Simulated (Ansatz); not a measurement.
# TePtS monolayer, Janus: the cell at rest

Aim: bring TePtS monolayer, Janus to small forces and stress, as phonons need.

Calculated with Ansatz 0.2.0; DFT LDA, scalar-relativistic, plane waves, PAW; PAW set soft_1.

Report form: the programs' logs are mostly left out.

## 1. The structure

The cell holds 3 atoms: 1 Pt, 1 S and 1 Te. Cell: a = 3.650 Å, b = 3.650 Å, c = 20.000 Å, α = 90.0°, β = 90.0°, γ = 120.0°. Vacuum lies along c.

## 2. A coarse first look

A quick single point on a coarse mesh tells whether the cell has a gap and how far it is from rest, which sets the k mesh and smearing that follow.

The program solves this slab on a cell height of its own, 30.0 Å, in place of the one typed.

File input.yaml:

```yaml
crystal:
  lattice:
    - [3.65, 0.0, 0.0]
    - [-1.825, 3.16099, 0.0]
    - [0.0, 0.0, 20.0]
  atoms:
    - { symbol: Pt, position: [0.0, 0.0, 0.5] }
    - { symbol: S, position: [0.333333, 0.666667, 0.575] }
    - { symbol: Te, position: [0.666667, 0.333333, 0.42] }
  periodic: [true, true, false]
kpoints:
  mp_grid: { grid: [6, 6, 1] }
hamiltonian:
  xc: lda
  pseudopotentials: { kind: paw, azcp: { folder: soft_1 }, xc_functional: pbe }
scf:
  occupations: { method: gaussian, width: 0.1 }
output:
  forces: true
  stress: true
  eigenvalues: true
```

Command:

```console
$ ansatz run input.yaml --threads 4 --pin off --max-ram 16384MiB --backend cpu --events-out ev --progress --plain --runs-dir out
```

It took 3.6 s on 4 threads of Arm Neoverse N1, shared host; peak memory 0.52 GiB; 13 s of CPU time.

A gap read on the k-mesh alone can miss the band edges.

Numbers from this step:

| Item | Value |
| --- | --- |
| gap on the k-mesh | 0.4508 eV |
| direct gap on mesh | 1.064 eV |
| area per atom | 3.846 Å² |

The coarse mesh shows a gap of 0.45 eV.

## 3. Coarse relaxation

The start is far from rest, so a relaxation with loose tolerances brings it close first.

The program solves this slab on a cell height of its own, 30.0 Å, in place of the one typed.

Changes to input.yaml since step 2:

```diff
@@ -21 +21,6 @@
   eigenvalues: true
+relax:
+  adjacent_minimum: "off"
+  f_tol: 0.05
+  max_steps: 80
+  cell: { stress_2d_tol: 0.02 }
```

Elapsed: 22 s, on 4 threads; peak memory 0.58 GiB.

Step by step:

```csv
step,energy less that of the first step (eV),largest force component (eV/Å),volume (Å³)
1,0.0000,2.5455,346.13
2,-0.4793,0.5151,344.76
3,-0.5305,0.0931,358.07
4,-0.5331,0.0266,362.48
5,-0.5332,0.0019,362.56
6*,-0.5343,0.0019,362.56
```

Relaxation steps marked * repeat the geometry before them on a plane-wave basis chosen anew for their cell, so energy and pressure can jump there.

The run keeps the 6 symmetry operations that it works with, so distortions that break them were not tested.

```csv
cell as run,before,after,change
a (Å),3.650,3.736,+2.3 %
b (Å),3.650,3.736,+2.3 %
```

The atoms that moved most (Å, along periodic axes as changes of fractional coordinates times the final cell, across vacuum about the mean position):

```csv
atom,dx,dy,dz,length
S2,0.000,0.000,-0.283,0.283
Te3,0.000,0.000,0.230,0.230
Pt1,0.000,0.000,0.053,0.053
```

The relaxed structure:

```
Pt S Te
1.0
     3.73564    0.00000    0.00000
    -1.86782    3.23516    0.00000
     0.00000    0.00000   30.00000
Pt S Te
1 1 1
Direct
  0.00000 0.00000 0.33510
  0.33333 0.66667 0.37390
  0.66667 0.33333 0.28767
```

This step gave:

```
gap on the k-mesh  : 0.8747 eV
direct gap on mesh : 1.461 eV
area per atom      : 4.028 Å²
```

The relaxation ends with a largest force component of 0.0019 eV/Å.

## 4. Bringing the structure to rest

Harmonic phonons are second derivatives at a point where the forces vanish, and they are wanted at zero stress, so atoms and cell are relaxed first.

File input.yaml:

```yaml
crystal:
  lattice:
    - [3.7356361442, 0.0, 0.0]
    - [-1.8678180721, 3.2351558002, 0.0]
    - [0.0, 0.0, 30.0]
  atoms:
    - { symbol: Pt, position: [0.0, 0.0, 0.3351011723] }
    - { symbol: S, position: [0.3333333333, 0.6666666667, 0.3738953793] }
    - { symbol: Te, position: [0.6666666667, 0.3333333333, 0.2876701151] }
  periodic: [true, true, false]
kpoints:
  mp_grid: { grid: [9, 9, 1] }
hamiltonian:
  xc: lda
  pseudopotentials: { kind: paw, azcp: { folder: soft_1 }, xc_functional: pbe }
scf:
  occupations: { method: gaussian, width: 0.02 }
output:
  forces: true
  stress: true
  eigenvalues: true
  write_density: true
  write_potential: true
  elf: true
  volumetric_format: npy
relax:
  adjacent_minimum: "off"
  f_tol: 0.005
  max_steps: 80
  cell: { stress_2d_tol: 0.02 }
```

Elapsed: 34 s, on 4 threads; peak memory 0.62 GiB; 2.1 min of CPU time.

Little changed from the start: no atom moved by 0.005 Å and no cell edge by 0.1 %.

Numbers from this step:

| Item | Value |
| --- | --- |
| gap on the k-mesh | 0.8361 eV |
| direct gap on mesh | 1.235 eV |
| area per atom | 4.02 Å² |

ELF in the ac plane at fractional y = 0.333, with atoms of Te within 0.2 Å of it. It is the smooth field of the valence electrons, not physical close to the nuclei.

Ten even steps from '_' (0.00) to '@' (0.73), each cell a mean:
```
____________________________
____________________________
____________________________
____________________________
____________________________
____________________________
____________________________
____________________________
____________________________
____________________________
____________________________
____________________________
____________________________
..::::::....________________
**%%%%%%##==::__________..--
==++++++++==::::........::--
++==--==++****==--::--==++**
**--..::++%%%%**++====**##%%
::______..==##%%@@@@@@@@%%++
______________..........____
____________________________
____________________________
____________________________
____________________________
```
Columns run along a (3.7 Å), rows up along c (30.0 Å). Atoms in or near the plane, at fractional coordinates: Te at (0.67, 0.29).

Electrostatic potential energy in the ac plane at fractional y = 0.333, with atoms of Te within 0.2 Å of it. With pseudopotentials it is smooth inside the atoms' cores, unlike the true potential.

Ten even steps from '0' (-13 eV) to '9' (1 eV), each cell a mean:
```
88888888888888
88888888888888
88888888888888
99999999999999
99999999999999
99999999999999
99999999999999
99999999999999
99999999999999
99999999999999
99999999999999
99999999999999
99999999999999
99999999999999
76667889999988
42123577777776
34444200122001
56776300122002
88888887777788
88888888888888
88888888888888
88888888888888
88888888888888
88888888888888
```
Columns run along a (3.7 Å; values clipped at the 3rd and 97th percentile), rows up along c (30.0 Å). Atoms in or near the plane, at fractional coordinates: Te at (0.67, 0.29).

Valence density in the ac plane at fractional y = 0.333, with atoms of Te within 0.2 Å of it. It is the smooth field of the valence electrons, not physical close to the nuclei.

Values in units of 1e0 e/Å³, 24 rows by 14 columns, each cell a mean:
```
0.0 0.0 0.0 0.0 0.0 0.0 0.0 0.0 0.0 0.0 0.0 0.0 0.0 0.0
0.0 0.0 0.0 0.0 0.0 0.0 0.0 0.0 0.0 0.0 0.0 0.0 0.0 0.0
0.0 0.0 0.0 0.0 0.0 0.0 0.0 0.0 0.0 0.0 0.0 0.0 0.0 0.0
0.0 0.0 0.0 0.0 0.0 0.0 0.0 0.0 0.0 0.0 0.0 0.0 0.0 0.0
0.0 0.0 0.0 0.0 0.0 0.0 0.0 0.0 0.0 0.0 0.0 0.0 0.0 0.0
0.0 0.0 0.0 0.0 0.0 0.0 0.0 0.0 0.0 0.0 0.0 0.0 0.0 0.0
0.0 0.0 0.0 0.0 0.0 0.0 0.0 0.0 0.0 0.0 0.0 0.0 0.0 0.0
0.0 0.0 0.0 0.0 0.0 0.0 0.0 0.0 0.0 0.0 0.0 0.0 0.0 0.0
0.0 0.0 0.0 0.0 0.0 0.0 0.0 0.0 0.0 0.0 0.0 0.0 0.0 0.0
0.0 0.0 0.0 0.0 0.0 0.0 0.0 0.0 0.0 0.0 0.0 0.0 0.0 0.0
0.0 0.0 0.0 0.0 0.0 0.0 0.0 0.0 0.0 0.0 0.0 0.0 0.0 0.0
0.0 0.0 0.0 0.0 0.0 0.0 0.0 0.0 0.0 0.0 0.0 0.0 0.0 0.0
0.0 0.0 0.0 0.0 0.0 0.0 0.0 0.0 0.0 0.0 0.0 0.0 0.0 0.0
0.0 0.0 0.0 0.0 0.0 0.0 0.0 0.0 0.0 0.0 0.0 0.0 0.0 0.0
0.2 0.2 0.3 0.2 0.2 0.1 0.1 0.0 0.0 0.0 0.0 0.0 0.1 0.1
0.4 0.5 0.6 0.6 0.4 0.3 0.2 0.1 0.1 0.1 0.1 0.1 0.2 0.2
0.3 0.3 0.3 0.3 0.3 0.4 0.6 1.5 3.9 5.6 4.8 2.3 0.9 0.5
0.2 0.1 0.1 0.1 0.1 0.3 0.6 1.7 4.3 6.3 5.4 2.5 0.9 0.4
0.0 0.0 0.0 0.0 0.0 0.0 0.0 0.1 0.1 0.1 0.1 0.1 0.0 0.0
0.0 0.0 0.0 0.0 0.0 0.0 0.0 0.0 0.0 0.0 0.0 0.0 0.0 0.0
0.0 0.0 0.0 0.0 0.0 0.0 0.0 0.0 0.0 0.0 0.0 0.0 0.0 0.0
0.0 0.0 0.0 0.0 0.0 0.0 0.0 0.0 0.0 0.0 0.0 0.0 0.0 0.0
0.0 0.0 0.0 0.0 0.0 0.0 0.0 0.0 0.0 0.0 0.0 0.0 0.0 0.0
0.0 0.0 0.0 0.0 0.0 0.0 0.0 0.0 0.0 0.0 0.0 0.0 0.0 0.0
```
Columns run along a (3.7 Å), rows up along c (30.0 Å). Atoms in or near the plane, at fractional coordinates: Te at (0.67, 0.29).

## 5. Relaxing to small forces for the phonons

Phonons need a cell at rest on their own settings, so the relaxation is repeated with tight tolerances on forces and stress on the k mesh and occupations of the first response run.

input.yaml, the sections that differ from step 4:

```yaml
crystal:
  lattice:
    - [3.7319225165, 0.0, 0.0]
    - [-1.8659612582, 3.2319397042, 0.0]
    - [0.0, 0.0, 30.0]
  atoms:
    - { symbol: Pt, position: [0.0, 0.0, 0.3351286253] }
    - { symbol: S, position: [0.3333333333, 0.6666666667, 0.3740071476] }
    - { symbol: Te, position: [0.6666666667, 0.3333333333, 0.2875308938] }
  periodic: [true, true, false]
kpoints:
  mp_grid: { grid: [12, 12, 1] }
scf:
  occupations: { method: fixed }
relax:
  adjacent_minimum: "off"
  f_tol: 0.001
  max_steps: 60
  cell: { stress_2d_tol: 0.002 }
# hamiltonian, output: as in step 4
```

Elapsed: 45 s, on 4 threads; peak memory 0.66 GiB; 2.9 min of CPU time.

Little changed from the start: no atom moved by 0.005 Å and no cell edge by 0.1 %.

This step gave:

```
gap on the k-mesh  : 0.8533 eV
direct gap on mesh : 1.335 eV
```

ELF in the ac plane at fractional y = 0.333, with atoms of Te within 0.2 Å of it. It is the smooth field of the valence electrons, not physical close to the nuclei.

Values, 24 rows by 14 columns, each cell a mean:
```
0.00 0.00 0.00 0.00 0.00 0.00 0.00 0.00 0.00 0.00 0.00 0.00 0.00 0.00
0.00 0.00 0.00 0.00 0.00 0.00 0.00 0.00 0.00 0.00 0.00 0.00 0.00 0.00
0.00 0.00 0.00 0.00 0.00 0.00 0.00 0.00 0.00 0.00 0.00 0.00 0.00 0.00
0.00 0.00 0.00 0.00 0.00 0.00 0.00 0.00 0.00 0.00 0.00 0.00 0.00 0.00
0.00 0.00 0.00 0.00 0.00 0.00 0.00 0.00 0.00 0.00 0.00 0.00 0.00 0.00
0.00 0.00 0.00 0.00 0.00 0.00 0.00 0.00 0.00 0.00 0.00 0.00 0.00 0.00
0.00 0.00 0.00 0.00 0.00 0.00 0.00 0.00 0.00 0.00 0.00 0.00 0.00 0.00
0.00 0.00 0.00 0.00 0.00 0.00 0.00 0.00 0.00 0.00 0.00 0.00 0.00 0.00
0.00 0.00 0.00 0.00 0.00 0.00 0.00 0.00 0.00 0.00 0.00 0.00 0.00 0.00
0.00 0.00 0.00 0.00 0.00 0.00 0.00 0.00 0.00 0.00 0.00 0.00 0.00 0.00
0.00 0.00 0.00 0.00 0.00 0.00 0.00 0.00 0.00 0.00 0.00 0.00 0.00 0.00
0.00 0.00 0.00 0.00 0.00 0.00 0.00 0.00 0.00 0.00 0.00 0.00 0.00 0.00
0.00 0.01 0.01 0.01 0.00 0.00 0.00 0.00 0.00 0.00 0.00 0.00 0.00 0.00
0.11 0.17 0.20 0.19 0.14 0.08 0.03 0.01 0.00 0.00 0.00 0.01 0.02 0.05
0.47 0.59 0.64 0.61 0.52 0.35 0.17 0.07 0.02 0.01 0.01 0.04 0.11 0.26
0.35 0.40 0.43 0.42 0.38 0.30 0.21 0.15 0.11 0.10 0.11 0.13 0.18 0.25
0.40 0.32 0.28 0.29 0.37 0.45 0.45 0.36 0.26 0.22 0.23 0.32 0.43 0.47
0.49 0.24 0.11 0.17 0.39 0.59 0.60 0.50 0.37 0.33 0.34 0.45 0.57 0.62
0.19 0.06 0.02 0.04 0.13 0.33 0.54 0.65 0.71 0.73 0.72 0.68 0.59 0.43
0.01 0.00 0.00 0.00 0.01 0.02 0.05 0.08 0.12 0.13 0.13 0.10 0.06 0.03
0.00 0.00 0.00 0.00 0.00 0.00 0.00 0.00 0.00 0.00 0.00 0.00 0.00 0.00
0.00 0.00 0.00 0.00 0.00 0.00 0.00 0.00 0.00 0.00 0.00 0.00 0.00 0.00
0.00 0.00 0.00 0.00 0.00 0.00 0.00 0.00 0.00 0.00 0.00 0.00 0.00 0.00
0.00 0.00 0.00 0.00 0.00 0.00 0.00 0.00 0.00 0.00 0.00 0.00 0.00 0.00
```
Columns run along a (3.7 Å), rows up along c (30.0 Å). Atoms in or near the plane, at fractional coordinates: Te at (0.67, 0.29).

Electrostatic potential energy in the ac plane at fractional y = 0.333, with atoms of Te within 0.2 Å of it. With pseudopotentials it is smooth inside the atoms' cores, unlike the true potential.

Ten even steps from '_' (-13 eV) to '@' (1 eV), each cell a mean:
```
%%%%%%%%%%%%%%%%%%%%%%%%%%%%
%%%%%%%%%%%%%%%%%%%%%%%%%%%%
%%%%%%%%%%%%%%%%%%%%%%%%%%%%
@@@@@@@@@@@@@@@@@@@@@@@@@@@@
@@@@@@@@@@@@@@@@@@@@@@@@@@@@
@@@@@@@@@@@@@@@@@@@@@@@@@@@@
@@@@@@@@@@@@@@@@@@@@@@@@@@@@
@@@@@@@@@@@@@@@@@@@@@@@@@@@@
@@@@@@@@@@@@@@@@@@@@@@@@@@@@
@@@@@@@@@@@@@@@@@@@@@@@@@@@@
@@@@@@@@@@@@@@@@@@@@@@@@@@@@
@@@@@@@@@@@@@@@@@@@@@@@@@@@@
@@@@@@@@@@@@@@@@@@@@@@@@@@@@
@@@@@@@@@@@@@@@@@@@@@@@@@@@@
##******##%%%%@@@@@@@@@@%%%%
==::..::--++##############**
--========::____..::::____..
++**####**--____..::::____::
%%%%%%%%%%%%%%##########%%%%
%%%%%%%%%%%%%%%%%%%%%%%%%%%%
%%%%%%%%%%%%%%%%%%%%%%%%%%%%
%%%%%%%%%%%%%%%%%%%%%%%%%%%%
%%%%%%%%%%%%%%%%%%%%%%%%%%%%
%%%%%%%%%%%%%%%%%%%%%%%%%%%%
```
Columns run along a (3.7 Å; values clipped at the 3rd and 97th percentile), rows up along c (30.0 Å). Atoms in or near the plane, at fractional coordinates: Te at (0.67, 0.29).

Valence density in the ac plane at fractional y = 0.333, with atoms of Te within 0.2 Å of it. It is the smooth field of the valence electrons, not physical close to the nuclei.

Values in units of 1e0 e/Å³, 24 rows by 14 columns, each cell a mean:
```
0.0 0.0 0.0 0.0 0.0 0.0 0.0 0.0 0.0 0.0 0.0 0.0 0.0 0.0
0.0 0.0 0.0 0.0 0.0 0.0 0.0 0.0 0.0 0.0 0.0 0.0 0.0 0.0
0.0 0.0 0.0 0.0 0.0 0.0 0.0 0.0 0.0 0.0 0.0 0.0 0.0 0.0
0.0 0.0 0.0 0.0 0.0 0.0 0.0 0.0 0.0 0.0 0.0 0.0 0.0 0.0
0.0 0.0 0.0 0.0 0.0 0.0 0.0 0.0 0.0 0.0 0.0 0.0 0.0 0.0
0.0 0.0 0.0 0.0 0.0 0.0 0.0 0.0 0.0 0.0 0.0 0.0 0.0 0.0
0.0 0.0 0.0 0.0 0.0 0.0 0.0 0.0 0.0 0.0 0.0 0.0 0.0 0.0
0.0 0.0 0.0 0.0 0.0 0.0 0.0 0.0 0.0 0.0 0.0 0.0 0.0 0.0
0.0 0.0 0.0 0.0 0.0 0.0 0.0 0.0 0.0 0.0 0.0 0.0 0.0 0.0
0.0 0.0 0.0 0.0 0.0 0.0 0.0 0.0 0.0 0.0 0.0 0.0 0.0 0.0
0.0 0.0 0.0 0.0 0.0 0.0 0.0 0.0 0.0 0.0 0.0 0.0 0.0 0.0
0.0 0.0 0.0 0.0 0.0 0.0 0.0 0.0 0.0 0.0 0.0 0.0 0.0 0.0
0.0 0.0 0.0 0.0 0.0 0.0 0.0 0.0 0.0 0.0 0.0 0.0 0.0 0.0
0.0 0.0 0.0 0.0 0.0 0.0 0.0 0.0 0.0 0.0 0.0 0.0 0.0 0.0
0.2 0.2 0.3 0.2 0.2 0.1 0.1 0.0 0.0 0.0 0.0 0.0 0.1 0.1
0.4 0.5 0.6 0.6 0.4 0.3 0.2 0.1 0.1 0.1 0.1 0.1 0.2 0.2
0.3 0.3 0.3 0.3 0.3 0.4 0.6 1.5 3.9 5.6 4.8 2.3 0.9 0.5
0.2 0.1 0.1 0.1 0.1 0.3 0.6 1.7 4.3 6.3 5.4 2.5 0.9 0.4
0.0 0.0 0.0 0.0 0.0 0.0 0.0 0.1 0.1 0.1 0.1 0.1 0.0 0.0
0.0 0.0 0.0 0.0 0.0 0.0 0.0 0.0 0.0 0.0 0.0 0.0 0.0 0.0
0.0 0.0 0.0 0.0 0.0 0.0 0.0 0.0 0.0 0.0 0.0 0.0 0.0 0.0
0.0 0.0 0.0 0.0 0.0 0.0 0.0 0.0 0.0 0.0 0.0 0.0 0.0 0.0
0.0 0.0 0.0 0.0 0.0 0.0 0.0 0.0 0.0 0.0 0.0 0.0 0.0 0.0
0.0 0.0 0.0 0.0 0.0 0.0 0.0 0.0 0.0 0.0 0.0 0.0 0.0 0.0
```
Columns run along a (3.7 Å), rows up along c (30.0 Å). Atoms in or near the plane, at fractional coordinates: Te at (0.67, 0.29).

The largest force component left is 0.25 meV/Å, within the tolerances set.

## 6. Results

| Quantity | Value |
| --- | --- |
| space group after relaxation (within 0.01 Å) | P3m1 |
| lattice constant a | 3.732 Å |
| lattice constant b | 3.732 Å |
| area per atom | 4.02 Å² |
| gap on the k-mesh | 0.853 eV |

The largest force component left is 0.25 meV/Å, within the tolerances set. The relaxation keeps the symmetry of its start, so it says nothing on stability against lower symmetry. Spin-orbit coupling is left out, which can matter for the heavy elements here. The PAW files were made for PBE and serve the other functionals too. The starting cell was built on a prototype and not taken from a measurement.

[Logs are printed without paths, hosts, clocks, repeated set-up lines and the standing remarks that a program may print on its own settings, such as how far it seeks lower states.]

[Hosts, paths, dates, database ids (printed as entryN), source tags and the programs' standing remarks are cut or masked in the printed files.]
